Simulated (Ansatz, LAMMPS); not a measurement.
# Structural relaxation of amorphous 12SiO2-88GeO2 (mol %) (96 atoms), part 2 of 2

Aim: bring amorphous 12SiO2-88GeO2 (mol %) (96 atoms) to a nearby minimum of the energy and see what moves.

Ansatz 0.2.0; Kohn-Sham DFT, PBE, PAW (set soft_2), plane waves.

The cell: 4 Si, 28 Ge and 64 O. The quench rate of 50 K/ps is many orders above laboratory rates. The network of bonds at the start is that of the classical potential that made the cell. Sampling is at Γ alone, for a cell whose shortest periodic width is 11 Å.

So far. Step 4 (Cell and atoms relaxed): The relaxation changed the energy by -119 meV/atom, and atoms moved by 0.63 Å r.m.s., 1.7 Å at most.

### 6. Single point at the relaxed geometry

One more single point at the end of the walk gives the fuller output and checks the residual forces.

input.yaml reads:

```yaml
crystal:
  lattice:
    - [11.07499, -0.14979, 0.21893]
    - [-0.14979, 11.28868, -0.20153]
    - [0.21893, -0.20153, 11.62542]
  atoms:
    - { symbol: Si, position: [0.70682, 0.08617, 0.9823] }
    - { symbol: Si, position: [0.77131, 0.3648, 0.65838] }
    - { symbol: Si, position: [0.47149, 0.01204, 0.43813] }
    - { symbol: Si, position: [0.88777, 0.71187, 0.92382] }
    - { symbol: Ge, position: [0.09409, 0.65958, 0.77461] }
    - { symbol: Ge, position: [0.1882, 0.02367, 0.36726] }
    - { symbol: Ge, position: [0.25658, 0.19332, 0.75892] }
    - { symbol: Ge, position: [0.15731, 0.94028, 0.8613] }
    - { symbol: Ge, position: [0.46641, 0.07683, 0.8585] }
    - { symbol: Ge, position: [0.27861, 0.87102, 0.12157] }
    - { symbol: Ge, position: [0.56172, 0.95857, 0.17034] }
    - { symbol: Ge, position: [0.63206, 0.51414, 0.26185] }
    - { symbol: Ge, position: [0.81404, 0.29834, 0.26942] }
    - { symbol: Ge, position: [0.0298, 0.14743, 0.18886] }
    - { symbol: Ge, position: [0.37792, 0.39035, 0.29641] }
    - { symbol: Ge, position: [0.3462, 0.59665, 0.68623] }
    - { symbol: Ge, position: [0.95396, 0.47132, 0.11979] }
    - { symbol: Ge, position: [0.44625, 0.28855, 0.04128] }
    - { symbol: Ge, position: [0.00433, 0.5128, 0.5585] }
    - { symbol: Ge, position: [0.64297, 0.71571, 0.06541] }
    - { symbol: Ge, position: [0.26604, 0.36724, 0.55075] }
    - { symbol: Ge, position: [0.97447, 0.66225, 0.33323] }
    - { symbol: Ge, position: [0.67414, 0.57967, 0.51986] }
    - { symbol: Ge, position: [0.42416, 0.7372, 0.48296] }
    - { symbol: Ge, position: [0.26486, 0.64791, 0.2641] }
    - { symbol: Ge, position: [0.78319, 0.79612, 0.68285] }
    - { symbol: Ge, position: [0.71915, 0.14811, 0.49406] }
    - { symbol: Ge, position: [0.73842, 0.34947, 0.94333] }
    - { symbol: Ge, position: [0.51949, 0.79958, 0.81891] }
    - { symbol: Ge, position: [0.92102, 0.92479, 0.46633] }
    - { symbol: Ge, position: [0.17508, 0.33502, 0.99831] }
    - { symbol: Ge, position: [0.94382, 0.95258, 0.01573] }
    - { symbol: O, position: [0.45404, 0.66018, 0.77956] }
    - { symbol: O, position: [0.73939, 0.2708, 0.40121] }
    - { symbol: O, position: [0.9125, 0.40464, 0.62741] }
    - { symbol: O, position: [0.02623, 0.64642, 0.63942] }
    - { symbol: O, position: [0.86874, 0.16478, 0.20636] }
    - { symbol: O, position: [0.15512, 0.80483, 0.78363] }
    - { symbol: O, position: [0.16437, 0.28374, 0.85249] }
    - { symbol: O, position: [0.00793, 0.99583, 0.14653] }
    - { symbol: O, position: [0.93416, 0.54905, 0.43133] }
    - { symbol: O, position: [0.65964, 0.83558, 0.16744] }
    - { symbol: O, position: [0.37752, 0.45241, 0.62678] }
    - { symbol: O, position: [0.90222, 0.79944, 0.36924] }
    - { symbol: O, position: [0.01775, 0.00916, 0.89166] }
    - { symbol: O, position: [0.76715, 0.65613, 0.98718] }
    - { symbol: O, position: [0.53955, 0.00561, 0.31233] }
    - { symbol: O, position: [0.1194, 0.21323, 0.07878] }
    - { symbol: O, position: [0.85058, 0.43998, 0.00919] }
    - { symbol: O, position: [0.21078, 0.92357, 0.00112] }
    - { symbol: O, position: [0.95872, 0.79849, 0.01539] }
    - { symbol: O, position: [0.42632, 0.92716, 0.10298] }
    - { symbol: O, position: [0.70942, 0.38862, 0.20203] }
    - { symbol: O, position: [0.47448, 0.88484, 0.50216] }
    - { symbol: O, position: [0.12135, 0.15149, 0.31184] }
    - { symbol: O, position: [0.21942, 0.23746, 0.62132] }
    - { symbol: O, position: [0.95529, 0.37711, 0.24135] }
    - { symbol: O, position: [0.67619, 0.44072, 0.58482] }
    - { symbol: O, position: [0.78979, 0.20697, 0.97173] }
    - { symbol: O, position: [0.30387, 0.6978, 0.58009] }
    - { symbol: O, position: [0.39115, 0.71288, 0.33678] }
    - { symbol: O, position: [0.22614, 0.0391, 0.76453] }
    - { symbol: O, position: [0.32391, 0.31175, 0.41607] }
    - { symbol: O, position: [0.53229, 0.64534, 0.54142] }
    - { symbol: O, position: [0.85683, 0.78625, 0.81209] }
    - { symbol: O, position: [0.8195, 0.03926, 0.43249] }
    - { symbol: O, position: [0.58145, 0.3559, 0.98428] }
    - { symbol: O, position: [0.27125, 0.71331, 0.127] }
    - { symbol: O, position: [0.42348, 0.92491, 0.82803] }
    - { symbol: O, position: [0.9853, 0.61199, 0.88005] }
    - { symbol: O, position: [0.21618, 0.56348, 0.77581] }
    - { symbol: O, position: [0.14452, 0.45367, 0.51464] }
    - { symbol: O, position: [0.7803, 0.66243, 0.60102] }
    - { symbol: O, position: [0.56322, 0.10367, 0.51044] }
    - { symbol: O, position: [0.93368, 0.61403, 0.19025] }
    - { symbol: O, position: [0.40584, 0.14242, 0.99077] }
    - { symbol: O, position: [0.50491, 0.47139, 0.3467] }
    - { symbol: O, position: [0.41882, 0.18567, 0.76289] }
    [... 12 atom lines left out ...]
    - { symbol: O, position: [0.43217, 0.28258, 0.19416] }
    - { symbol: O, position: [0.07697, 0.969, 0.46888] }
    - { symbol: O, position: [0.55078, 0.77198, 0.96252] }
    - { symbol: O, position: [0.32925, 0.05227, 0.43355] }
    - { symbol: O, position: [0.21531, 0.91432, 0.25787] }
    - { symbol: O, position: [0.74388, 0.3862, 0.79711] }
kpoints:
  mp_grid: { grid: [1, 1, 1] }
hamiltonian:
  xc: pbe
scf:
  occupations: { method: fermi_dirac, width: 0.025 }
output:
  forces: true
  stress: true
  populations: true
  dos:
    method: { smearing: { sigma: 0.08 } }
    de: 0.05
    projected: { site_lists: { Ge: [Ge], O: [O], Si: [Si] } }
  eigenvalues: true
  write_density: true
  write_potential: true
  volumetric_format: npy
```

Run with:

```bash
> ansatz run input.yaml --threads 4 --pin off --max-ram 8192MiB --backend cpu --events-out ev --progress --plain --runs-dir out
```

The job ended after 34 s (4 threads of Arm Neoverse V1, shared host; peak memory 2.2 GiB).

The program notes that the exchange-correlation potential is rough where the density is thin.

Read from the output:

| Quantity | Value |
| --- | --- |
| free energy | -159118.8867 eV |
| free energy per atom | -1657.4884 eV/atom |
| SCF cycles | 9 |
| pressure | 0.0009417 GPa |
| r.m.s. force component | 0.00246 eV/Å |
| longest force | 0.01343 eV/Å |
| Fermi energy | 4.06 eV |
| gap (highest filled to lowest empty level) | 2.854 eV |
| spilling of the projection | 0.005963 |

Löwdin charges by element (they lack the spilled electrons, 0.049 e an atom on average):

| element | coordination | atoms | mean charge (e) | spread | least | most |
| --- | --- | --- | --- | --- | --- | --- |
| Ge | all | 28 | 1.59 | 0.0194 | 1.56 | 1.63 |
| O | all | 64 | -0.732 | 0.0174 | -0.775 | -0.698 |
| Si | all | 4 | 1.74 | 0.0184 | 1.72 | 1.76 |

Density of states as counts of states in windows of 1 eV (from the Fermi level), total and the larger projections:

| from (eV) | to (eV) | total | O p | Ge p | Ge s | O s |
| --- | --- | --- | --- | --- | --- | --- |
| -18 | -17 | 37.2 | 0.3 | 5.8 | 0.2 | 29.2 |
| -17 | -11 | 0.0 | 0.0 | 0.0 | 0.0 | 0.0 |
| -11 | -10 | 8.7 | 4.9 | 0.2 | 3.0 | 0.3 |
| -10 | -9 | 17.0 | 9.7 | 0.7 | 5.1 | 0.9 |
| -9 | -8 | 16.4 | 9.8 | 1.1 | 3.6 | 1.2 |
| -8 | -7 | 16.0 | 10.1 | 1.7 | 2.5 | 1.1 |
| -7 | -6 | 32.0 | 23.2 | 6.2 | 0.6 | 0.5 |
| -6 | -5 | 37.2 | 28.0 | 7.5 | 0.2 | 0.4 |
| -5 | -4 | 33.3 | 25.9 | 3.6 | 0.4 | 2.3 |
| -4 | -3 | 68.1 | 59.5 | 4.0 | 0.4 | 2.5 |
| -3 | -2 | 100.6 | 95.8 | 1.8 | 0.2 | 1.1 |
| -2 | -1 | 54.8 | 53.4 | 0.5 | 0.1 | 0.3 |
| -1 | 1 | 0.0 | 0.0 | 0.0 | 0.0 | 0.0 |
| 1 | 2 | 2.0 | 0.4 | 0.0 | 1.1 | 0.4 |
| 2 | 3 | 6.3 | 1.7 | 0.6 | 2.8 | 1.0 |
| 3 | 4 | 16.6 | 4.5 | 2.1 | 7.0 | 2.3 |
| 4 | 5 | 16.1 | 4.3 | 3.1 | 5.9 | 2.0 |

Between -26 and -18 eV lie 371 more states.

The levels nearest the highest filled one (over half full), pooled over k-points and spins:

| level less the highest filled one (eV) | occupation |
| --- | --- |
| -0.173 | 2 |
| -0.151 | 2 |
| -0.116 | 2 |
| -0.0978 | 2 |
| -0.0527 | 2 |
| 0 | 2 |
| 2.85 | 0 |
| 4.03 | 0 |
| 4.14 | 0 |
| 4.34 | 0 |
| 4.51 | 0 |
| 4.56 | 0 |

Valence density in the ac plane at fractional y = 0.377, with atoms of Si and Ge and O within 0.2 Å of it. It is the smooth field of the valence electrons, not physical close to the nuclei.

Ten steps, logarithmic in the rise over the least value, from '0' (0 e/Å³) to '9' (31 e/Å³), each cell a mean:
```
0001344224542101356433664222100
0000111111210000133223775210000
0000011000000000000011332100000
0000010000000000000012443100000
0000000000000000000013665200000
0000000000000000000012554200000
0000000000000000000001232111000
0000000000011000000001110123331
0000000111121100000012210135552
0000012464221100000123211124542
0001123798310000000122210011211
0001222565210000000001000000000
0001111122210000000000000000000
0000000012321000000000000000000
0000000012321100000000000000000
0000000001354211100000000000000
1000000001599521000000111111233
3100000001377410000013322112466
3100000000122210000135642112466
2000000000001110000135642101233
1000000000000000000012321000111
0011100001111000000000000000111
0112222124432111122110001121100
0012465335653111355421222232100
```
Columns run along a (11.1 Å), rows up along c (11.6 Å). Atoms in or near the plane, at fractional coordinates: Si at (0.77, 0.66), Ge at (0.38, 0.30), Ge at (0.27, 0.55), O at (0.71, 0.20), O at (0.96, 0.24), O at (0.33, 0.01), O at (0.74, 0.80).

Electrostatic potential energy in the ac plane at fractional y = 0.377, with atoms of Si and Ge and O within 0.2 Å of it. With pseudopotentials it is smooth inside the atoms' cores, unlike the true potential.

Ten even steps from '_' (-36 eV) to '@' (11 eV), each cell a mean:
```
@@@@%%**--..::==**--..--%%%%%%%%**..__::**--..__::++##%%@@@@@@
@@@@@@%%##++**##%%@@%%@@@@@@@@@@@@##**##**::____..++%%@@@@@@@@
@@@@@@@@@@%%%%@@@@@@@@@@@@@@@@@@@@@@@@@@%%**----==##%%@@@@@@@@
@@@@@@@@@@@@@@@@@@@@@@@@@@@@@@@@@@@@@@@@@@##==--++%%@@@@@@@@@@
@@@@@@@@@@@@@@@@@@@@@@@@@@@@@@@@@@@@@@@@@@**____..%%@@@@@@@@@@
@@@@@@@@@@@@@@@@@@@@@@@@@@@@@@@@@@@@@@@@@@##::..--%%@@@@@@@@@@
@@@@@@@@@@@@@@@@@@@@@@@@@@@@@@@@@@@@@@@@@@%%++----++%%@@@@@@@@
@@@@@@@@@@@@@@@@%%@@@@@@@@@@@@@@@@@@@@@@%%**::______++****##@@
@@@@@@@@@@%%%%##**##%%%%@@@@@@@@@@@@@@@@%%**::______==..__::%%
@@@@@@@@@@%%++::..::++##%%@@@@@@@@@@@@@@##****==--++##==::==%%
@@@@@@@@%%##--______--##%%@@@@@@@@@@@@@@%%%%%%%%%%%%@@@@%%@@@@
@@@@@@@@%%##++::....==##@@@@@@@@@@@@@@@@@@@@@@@@@@@@@@@@@@@@@@
@@@@@@@@@@@@%%**++**##%%@@@@@@@@@@@@@@@@@@@@@@@@@@@@@@@@@@@@@@
@@@@@@@@@@@@@@@@%%####%%@@@@@@@@@@@@@@@@@@@@@@@@@@@@@@@@@@@@@@
@@@@@@@@@@@@@@@@@@%%****##%%@@@@@@@@@@@@@@@@@@@@@@@@@@@@@@@@@@
@@@@@@@@@@@@@@@@%%##--::::==##%%@@@@@@@@@@@@@@%%%%%%%%%%@@@@@@
@@@@@@@@@@@@@@@@%%++..____..++%%@@@@@@@@@@@@%%%%******%%%%**##
++@@@@@@@@@@@@@@%%**::....::**%%@@@@@@@@%%********++**##--____
++@@@@@@@@@@@@@@@@%%**++++**%%@@@@@@@@@@**____::**######--____
%%@@@@@@@@@@@@@@@@@@%%%%%%%%@@@@@@@@@@@@**..__--%%%%%%%%##****
%%@@@@@@@@@@@@@@@@@@@@@@@@%%%%@@@@@@@@@@@@%%##%%@@@@%%%%######
%%%%@@%%%%%%%%%%@@@@@@@@%%%%##%%%%@@@@@@@@@@@@@@@@@@@@%%%%####
%%%%%%##++====**##++--++##****##%%%%%%@@@@%%%%%%%%%%%%%%%%%%%%
@@@@%%++::....====______**######**::..==%%**++==**##**%%@@@@@@
```
Columns run along a (11.1 Å; values clipped at the 3rd and 97th percentile), rows up along c (11.6 Å). Atoms in or near the plane, at fractional coordinates: Si at (0.77, 0.66), Ge at (0.38, 0.30), Ge at (0.27, 0.55), O at (0.71, 0.20), O at (0.96, 0.24), O at (0.33, 0.01), O at (0.74, 0.80).

Mean Löwdin charges: Ge +1.59, O -0.73, Si +1.74 e (they miss 0.60 % of the electrons, so they add up to more than the cell's charge). The largest share in the top eV of filled states is O p (98 % of the projected weight), and in the lowest eV of empty states Ge s (54 % of the projected weight).

A closer look about Si1, one of the 4 Si atoms: 12 atoms, nearest first, numbered in the order of the input, with positions taken from that point.

| atom | x | y | z | distance (Å) | bonds | Löwdin charge (e) |
| --- | --- | --- | --- | --- | --- | --- |
| Si1 | 0.00 | 0.00 | 0.00 | 0.00 | 4 | 1.72 |
| O80 | 0.95 | -1.30 | 0.11 | 1.62 | 2 | -0.76 |
| O59 | 0.90 | 1.35 | -0.13 | 1.63 | 2 | -0.76 |
| O82 | -0.93 | -0.08 | -1.35 | 1.64 | 2 | -0.75 |
| O86 | -0.90 | -0.01 | 1.38 | 1.64 | 2 | -0.76 |
| Ge28 | 0.30 | 2.98 | -0.50 | 3.03 | 4 | 1.63 |
| Ge11 | -1.55 | -1.46 | 2.18 | 3.04 | 4 | 1.62 |
| Ge9 | -2.69 | -0.04 | -1.49 | 3.07 | 4 | 1.58 |
| Ge32 | 2.65 | -1.55 | 0.47 | 3.11 | 4 | 1.59 |
| O37 | 1.83 | 0.82 | 2.62 | 3.30 | 2 | -0.70 |
| O67 | -1.43 | 3.06 | -0.06 | 3.38 | 2 | -0.74 |
| O76 | -3.34 | 0.68 | 0.02 | 3.41 | 2 | -0.72 |

The column of bonds counts only the pairs O-Ge within 2.17 Å, O-Si within 2.08 Å; other neighbours, such as metal atoms beside each other in a compound, aren't counted, and periodic images can show an atom twice.

### 7. Functional HSE06

HSE06 mixes in a quarter of exact exchange at short range, which counters self-interaction, at a higher cost.

This step: Kohn-Sham DFT, HSE06, PAW (set soft_2), plane waves (Ansatz 0.2.0).

input.yaml, as its differences from that of step 6:

```diff
@@ -10,3 +10,3 @@
 hamiltonian:
-  xc: pbe
+  xc: hse06
 scf:
@@ -22,4 +22 @@
   eigenvalues: true
-  write_density: true
-  write_potential: true
-  volumetric_format: npy
```

It took 11 min on 4 threads; peak memory 5.4 GiB.

The program notes that the exchange threshold is loose for the stress and the SCF threshold is loose for the stress.

Geometry and reference: those of the single point at the relaxed geometry.

Forces differ from those of the single point at the relaxed geometry by 300 meV/Å r.m.s.; the pressure by -6.1 GPa and the gap by +1.8 eV. It took 11 min and 21 cycles; the reference's time can't be set against it, since the two runs asked for unlike analyses.

The run gave:

```
free energy                                      : -159134.8384 eV
free energy per atom                             : -1657.6546 eV/atom
SCF cycles                                       : 21
pressure                                         : -6.056 GPa
r.m.s. force component                           : 0.2999 eV/Å
longest force                                    : 0.8946 eV/Å
Fermi energy                                     : 3.66 eV
gap (highest filled to lowest empty level) : 4.7 eV
spilling of the projection                       : 0.006206
```

Length of the force by element:

| element | coordination | atoms | mean length of the force (eV/Å) | spread | least | most |
| --- | --- | --- | --- | --- | --- | --- |
| Ge | all | 28 | 0.161 | 0.0701 | 0.063 | 0.339 |
| O | all | 64 | 0.608 | 0.145 | 0.202 | 0.895 |
| Si | all | 4 | 0.114 | 0.0218 | 0.0935 | 0.149 |

Löwdin charges by element (they lack the spilled electrons, 0.051 e an atom on average):

| element | coordination | atoms | mean charge (e) | spread | least | most |
| --- | --- | --- | --- | --- | --- | --- |
| Ge | all | 28 | 1.69 | 0.0198 | 1.65 | 1.73 |
| O | all | 64 | -0.773 | 0.0161 | -0.811 | -0.740 |
| Si | all | 4 | 1.80 | 0.0206 | 1.78 | 1.83 |

Density of states as counts of states in windows of 1 eV (from the Fermi level), total and the larger projections:

| from (eV) | to (eV) | total | O p | Ge p | Ge s |
| --- | --- | --- | --- | --- | --- |
| -18 | -12 | 0.0 | 0.0 | 0.0 | 0.0 |
| -12 | -11 | 9.7 | 5.7 | 0.2 | 3.2 |
| -11 | -10 | 16.7 | 9.9 | 0.7 | 4.7 |
| -10 | -9 | 15.5 | 9.6 | 1.1 | 3.2 |
| -9 | -8 | 14.9 | 9.6 | 1.5 | 2.2 |
| -8 | -7 | 27.0 | 19.6 | 4.9 | 0.7 |
| -7 | -6 | 41.3 | 31.1 | 8.2 | 0.2 |
| -6 | -5 | 34.1 | 27.1 | 3.8 | 0.4 |
| -5 | -4 | 63.0 | 55.4 | 3.6 | 0.3 |
| -4 | -3 | 93.1 | 88.7 | 1.6 | 0.2 |
| -3 | -2 | 68.7 | 66.9 | 0.5 | 0.1 |
| -2 | 2 | 0.0 | 0.0 | 0.0 | 0.0 |
| 2 | 3 | 2.0 | 0.3 | 0.0 | 1.1 |
| 3 | 4 | 5.4 | 1.2 | 0.6 | 2.5 |
| 4 | 5 | 15.9 | 3.7 | 2.3 | 6.8 |

Between -26 and -18 eV lie 128 more states.

The stored curve holds about 512 of the 792 electrons; the rest, give or take the few that broadening carries across the Fermi level, lie in deeper levels below its range.

The levels nearest the highest filled one (over half full), pooled over k-points and spins:

| level less the highest filled one (eV) | occupation |
| --- | --- |
| -0.169 | 2 |
| -0.147 | 2 |
| -0.119 | 2 |
| -0.0991 | 2 |
| -0.0517 | 2 |
| 0 | 2 |
| 4.70 | 0 |
| 5.98 | 0 |
| 6.11 | 0 |
| 6.30 | 0 |
| 6.48 | 0 |
| 6.53 | 0 |

### 8. Functional r2SCAN (500 eV)

The meta-GGA r2SCAN uses the kinetic energy density as well as the density and its gradient. Besides, the cutoff goes from 420 to 500 eV.

This step: Kohn-Sham DFT, r2SCAN, PAW (set soft_2), plane waves (Ansatz 0.2.0).

input.yaml, as its differences from that of step 7:

```diff
@@ -10,3 +10,3 @@
 hamiltonian:
-  xc: hse06
+  xc: r2scan
 scf:
```

It took 81 s on 4 threads; peak memory 4.4 GiB.

Geometry and reference: those of the single point at the relaxed geometry.

Forces differ from those of the single point at the relaxed geometry by 230 meV/Å r.m.s.; the pressure by -5.8 GPa and the gap by +0.61 eV. It took 81 s and 10 cycles; the reference's time can't be set against it, since the two runs asked for unlike analyses.

### 9. Functional PBEsol

PBEsol restores the gradient expansion of exchange for slowly varying densities and usually gives shorter bonds in solids than PBE.

This step: Kohn-Sham DFT, PBEsol, PAW (set soft_2), plane waves (Ansatz 0.2.0).

input.yaml, as its differences from that of step 8:

```diff
@@ -10,3 +10,3 @@
 hamiltonian:
-  xc: r2scan
+  xc: pbesol
 scf:
```

Run time: 33 s. Hardware: 4 threads; peak memory 2.2 GiB.

Geometry and reference: those of the single point at the relaxed geometry.

Forces differ from those of the single point at the relaxed geometry by 105 meV/Å r.m.s.; the pressure by -3.6 GPa and the gap by -0.061 eV.

### 10. All settings compared

Differences are against the single point at the relaxed geometry (Kohn-Sham DFT, PBE, PAW (set soft_2), plane waves), whose r.m.s. force component is 0.00246 eV/Å. Times are for 4 threads of Arm Neoverse V1, shared host. The reference's time includes grids, which some other runs skip.

| run | Δ force, r.m.s. (meV/Å) | Δ pressure (GPa) | Δ gap (eV) | cycles | time | host memory (GiB) |
| --- | --- | --- | --- | --- | --- | --- |
| reference | - | - | - | 9 | 34 s | 2.2 |
| functional HSE06 | 300 | -6.06 | 1.85 | 21 | 11 min | 5.4 |
| functional r2SCAN (500 eV) | 230 | -5.83 | 0.615 | 10 | 81 s | 4.4 |
| functional PBEsol | 105 | -3.57 | -0.0608 | 10 | 33 s | 2.2 |

### 11. What came out

```json
{
 "energy change in the relaxation": "-119.4 meV/atom",
 "r.m.s. displacement": "0.63 Å",
 "largest displacement": "1.749 Å",
 "free energy per atom": "-1657.4884 eV/atom",
 "pressure": "0.0009417 GPa",
 "r.m.s. force component": "0.00246 eV/Å",
 "gap (highest filled to lowest empty level)": "2.854 eV",
 "wall time of the 6 DFT runs": "28 min"
}
```

Relaxation lowers the energy by 119 meV/atom and moves atoms by 0.63 Å r.m.s.; the r.m.s. force component goes from 0.79 to 0.0025 eV/Å. Displacements are taken in the final cell, so they leave out its strain. By the final cutoffs 4 of 129 bonded pairs parted and 3 joined. The cell shrank by 4.1 % in volume. From the first step to the last the energy fell by 11.464 eV, across changes of basis, and the largest move was 1.75 Å (O84). The O-Ge bonds change most in mean length: from 1.742 Å (spread 0.046) to 1.772 Å (spread 0.015), and their number from 113 to 112. By these cutoffs all Ge atoms have 4, all O atoms have 2 and all Si atoms have 4 bonded neighbours. 100 % of the oxygens bridge two formers (Si and Ge) and 0 % are non-bridging. Between filled and empty levels lie 2.85 eV (at Γ alone); a semilocal functional tends to put such gaps too low. In a disordered cell it changes from sample to sample, and tail or defect levels can set it.

Among the changes of functional, dispersion, potentials or spin set against this reference, functional HSE06 moves the forces most, by 300 meV/Å r.m.s. The gap changes by +1.85 eV with HSE06.

What to keep in mind: The starting topology of bonds comes from the classical model; in DFT 4 of its 129 bonded pairs passed out of the cutoffs and 3 came within them.

[Logs are printed without paths, hosts, clocks, repeated set-up lines and the standing remarks that a program may print on its own settings, such as how far it seeks lower states.]

[Hosts, paths, dates, database ids (printed as entryN), source tags and the programs' standing remarks are cut or masked in the printed files.]
